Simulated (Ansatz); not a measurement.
TiSi2 (Fddd): Drude plasma energy along x against volume

The cell of TiSi2 (Fddd) is scaled evenly and the response computed anew at each volume, on one mesh. The atoms keep their fractional positions. x, y and z are the Cartesian axes of the input cell.

Cell: a, b, c = 5.926, 4.884, 4.760 Å (primitive vectors), 6 atoms.

Method: Ansatz 0.2.0, PBE, independent particles, k-mesh 10×10×10 with interpolation inside its cells, Gaussian parameter 0.1 eV.

Launch of the response step: `ansatz run input.yaml --threads 4 --pin off --max-ram 8192MiB --backend cpu --events-out ev --progress --plain --runs-dir out`. The series took 10.2 min in all, on 4 threads of Arm Neoverse V2, with other jobs on the host.

| V/V₀ | V (Å³, primitive cell) | Drude plasma energy along x (eV) |
| --- | --- | --- |
| 0.94 | 78.74 | 5.403 |
| 0.96 | 80.41 | 5.347 |
| 0.98 | 82.09 | 5.292 |
| 1.00 | 83.76 | 5.237 |
| 1.02 | 85.44 | 5.183 |
| 1.04 | 87.11 | 5.130 |
| 1.06 | 88.79 | ? |

For small changes the quantity should be close to linear in ln V.

Working, on the rows shown:

| x = ln(V/V₀) | y = Drude plasma energy along x |
| --- | --- |
| -0.0618754 | 5.403 |
| -0.040822 | 5.347 |
| -0.0202027 | 5.292 |
| 0 | 5.237 |
| 0.0198026 | 5.183 |
| 0.0392207 | 5.13 |

Means: x̄ = -0.010646, ȳ = 5.2653. Σ(x − x̄)(y − ȳ) = -0.01933, Σ(x − x̄)² = 0.007154. Slope = -0.01933 / 0.007154 = -2.702; intercept = ȳ − slope · x̄ = 5.2366. The line misses the rows shown by at most 0.00084 eV.

**Question.** Fill in the last column of the withheld row.

**Answer.** At x = 0.058269 the line gives y = 5.0791 eV. The run gave 5.078 eV, so the extrapolation is off by 0.0011 eV, 0.3 % of the range in the table.

Between the rows on either side of x = 0 the slope is (5.183 − 5.292) / (0.019803 − (-0.020203)) = -2.725. So d ln ωp/d ln V = -0.52; free electrons would give −0.50. The cell comes from an older database entry, whose edges can be off by a per cent or so. The values come from a sum over the points of one k-mesh and carry its error, which is largest for Fermi-surface quantities.
